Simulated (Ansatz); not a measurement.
# Nb wire along [110], 17 atoms a period: bands along the axis, part 2 of 2

Aim: is the Nb wire along [110], 17 atoms a period a metal or a semiconductor?

Ansatz 0.2.0; DFT PBE, plane waves, PAW; relaxation of a wire's period; PAW set soft_1 (the session's first sound run).

So far: The starting structure; Relaxing the period.

**2. Relaxing the period (continued)**

The steps of the relaxation:

```tsv
step	energy less that of the first step (eV)	largest force component (eV/Å)	pressure (GPa)	volume (Å³)
1	0.0000	3.5897	-5.01	1015.29
2	-3.1523	2.0780	-2.81	995.35
3	-4.0956	0.3235	0.04	974.58
4	-4.1921	0.2963	0.08	966.75
5	-4.3552	0.4483	-0.01	956.21
6	-4.4125	0.3200	0.16	939.82
7	-4.4550	0.2452	-0.02	940.02
8	-4.4629	0.0667	-0.03	938.26
9	-4.4647	0.0325	-0.01	935.49
10	-4.4657	0.0191	-0.04	933.12
11*	-4.4631	0.0191	-0.04	933.12
```

Relaxation steps marked * repeat the geometry before them on a plane-wave basis chosen anew for their cell, so energy and pressure can jump there.

The run keeps the 8 symmetry operations that it works with, so distortions that break them were not tested.

```tsv
cell as run	before	after	change
c (Å)	4.681	4.302	-8.1 %
```

The atoms that moved most (Å, along periodic axes as changes of fractional coordinates times the final cell, across vacuum about the mean position):

```tsv
atom	dx	dy	dz	length
Nb8	-0.093	-0.461	0.000	0.470
Nb14	0.093	-0.461	0.000	0.470
Nb7	-0.093	0.461	0.000	0.470
Nb13	0.093	0.461	0.000	0.470
Nb4	0.000	-0.374	0.000	0.374
Nb16	0.000	0.374	0.000	0.374
Nb10	0.000	-0.148	0.000	0.148
Nb11	0.000	0.148	0.000	0.148
```

Numbers from this step:

* energy at zero smearing: -77367.0584 eV
* cell length along the wire: 4.302 Å

The cell's length comes to 4.302 Å with spin left out.

**3. Bands of the perfect wire**

This step: DFT PBE, plane waves, PAW; bands of a perfect wire; PAW set soft_1 (Ansatz 0.2.0).

At the relaxed period the bands are computed along the axis; those that cross an energy going forward count the channels that a perfect wire would open there.

Input file input.yaml:

```yaml
crystal:
  lattice:
    - [13.42, 0.0, 0.0]
    - [0.0, 16.162, 0.0]
    - [0.0, 0.0, 4.302205769]
  atoms:
    - { symbol: Nb, position: [0.242725088, 0.5, 0.0] }
    - { symbol: Nb, position: [0.367933912, 0.645740769, 0.0] }
    - { symbol: Nb, position: [0.5, 0.5, 0.0] }
    - { symbol: Nb, position: [0.5, 0.766504382, 0.0] }
    - { symbol: Nb, position: [0.632066088, 0.645740769, 0.0] }
    - { symbol: Nb, position: [0.757274912, 0.5, 0.0] }
    - { symbol: Nb, position: [0.246390318, 0.383693858, 0.5] }
    - { symbol: Nb, position: [0.246390318, 0.616306142, 0.5] }
    - { symbol: Nb, position: [0.382850663, 0.5, 0.5] }
    - { symbol: Nb, position: [0.5, 0.346025887, 0.5] }
    - { symbol: Nb, position: [0.5, 0.653974113, 0.5] }
    - { symbol: Nb, position: [0.617149337, 0.5, 0.5] }
    - { symbol: Nb, position: [0.753609682, 0.383693858, 0.5] }
    - { symbol: Nb, position: [0.753609682, 0.616306142, 0.5] }
    - { symbol: Nb, position: [0.367933912, 0.354259231, 0.0] }
    - { symbol: Nb, position: [0.5, 0.233495618, 0.0] }
    - { symbol: Nb, position: [0.632066088, 0.354259231, 0.0] }
kpoints:
  mp_grid: { grid: [1, 1, 19] }
  band_path: { path: ["Γ", Z], npoints: 90 }
scf:
  occupations: { method: fermi_dirac, width: 0.05 }
hamiltonian:
  xc: pbe
  pseudopotentials: { kind: paw, azcp: { folder: soft_1 } }
output:
  dos: { e_range: [-5, 4] }
  write_potential: true
  write_density: true
  volumetric_format: npy
```

Started as:

```sh
> ansatz run input.yaml --threads 4 --pin off --max-ram 16384MiB --backend cpu --events-out ev --progress --plain --runs-dir out
```

Numbers of over 12 decimals in the logs are rounded to 6 here.

The log of the run:

```text
[...]
Crystal: 17 atoms, lattice volume = 933.123 Å³
Basis set: ecut = 420 eV, 18253 PW (Γ)
Bands: 133, of which v1, the nominal top of the filled ones, is band 111 counted from 1 (110 counted from 0)
Symmetry: 8 space group operations
[...]
k-points: 10 of 19
[...]
SCF iter   1: F=—  HF=-77389.226603 eV  |F-HF|=—  |Δ(HF+E_count)|=         —  Δρ=5.59e-2  dr2=2.04e2  ethr=3.10e-3  ⟨swp⟩=10.9  Hψ=6577  notcnv=0  defer=2
[...]
SCF iter  12: F=-77367.176090 eV  HF=-77367.176090 eV  |F-HF|=1.93e-8  |Δ(HF+E_count)|=   1.65e-7  Δρ=1.58e-6  dr2=4.10e-8  ethr=4.52e-11  ⟨swp⟩=17.1  Hψ=5614  notcnv=0
SCF 1 converged in 12 iterations: F = -77367.176090 eV  dr2 = 4.10e-8
[...]
NSCF: frozen V_eff on 91 k-points
WARN: The output density's exchange-correlation potential varies sharply where the density is thin. Do not read a vacuum level from v_tot or v_xc, or from such a field of the output density. On a cell that repeats whose density bears no net charge and no dipole along the vacuum's axis use v_es (v_loc + v_h of the components); under efield.dipole_correction with no amplitude use v_es + v_field, which holds any externa [...]
SCF converged after 12 iterations
Free energy (F): -77367.176090 eV
[...]
Internal energy: -77366.939576 eV  (E = F + TS)
E sigma→0 (E₀):  -77367.057833 eV
Entropy (-TS):   -0.236514 eV (-13.913 meV/atom)
Fermi energy:    3.477492 eV
[...]
--- Band table (eV; the first three rows and the last of 10) ---
  k-point 0: bands = [... 107 lower, 3.2727, 3.2859, 3.3349, 3.3536, 3.3547, 3.5754, 3.6803, 3.9355, ... 18 higher]
  k-point 1: bands = [... 107 lower, 3.2320, 3.3196, 3.3205, 3.3412, 3.3739, 3.5748, 3.6882, 3.9983, ... 18 higher]
  k-point 2: bands = [... 107 lower, 3.2108, 3.2774, 3.3061, 3.3321, 3.4582, 3.5727, 3.7038, 4.0435, ... 18 higher]
  k-point 9: bands = [... 107 lower, 3.4388, 3.4465, 3.4692, 3.5568, 3.7118, 3.7484, 3.9726, 4.0332, ... 18 higher]
```

Run time: 3.2 min. Hardware: 4 threads of Arm Neoverse V1, shared host; peak memory 5.8 GiB; 13 min of CPU time.

The column dr2 measures how far the density is from self-consistency, as an energy; F and HF (Harris–Foulkes) agree once it is small.

This step gave:

| Quantity | Value |
| --- | --- |
| energy at zero smearing | -77367.0578 eV |
| band gap | 0 eV |

Electronic bands along the path, in eV, zero at the Fermi level; # counts the bands kept:

```tsv
point	#40	#41	#42	#43	#44	#45	#46	#47
Γ	-0.20	-0.19	-0.14	-0.12	-0.12	0.10	0.20	0.46
halfway	-0.16	-0.14	-0.01	0.05	0.05	0.09	0.54	0.57
Z	-0.05	-0.05	-0.01	0.12	0.18	0.32	0.53	0.55
```

Between Γ and Z the bands cross the Fermi level 8 times, so a perfect wire would conduct at least 8 G₀, with spin left out.

**4. Outcome**

| Quantity | Value |
| --- | --- |
| cell length, PBE | 4.302 Å |
| ballistic conductance by band crossings, a lower bound, PBE | 8 G₀ |

In words: Under PBE the cell's length is 4.30 Å, and the bands cross the Fermi level 8 times between Γ and Z, which gives a perfect wire at least 8 G₀ (opposite crossings within one step of the path cancel in such a count). No spin was allowed, though thin wires with open d shells can turn magnetic.

[Logs are printed without paths, hosts, clocks, repeated set-up lines and the standing remarks that a program may print on its own settings, such as how far it seeks lower states.]

[Hosts, paths, dates, database ids (printed as entryN), source tags and the programs' standing remarks are cut or masked in the printed files.]
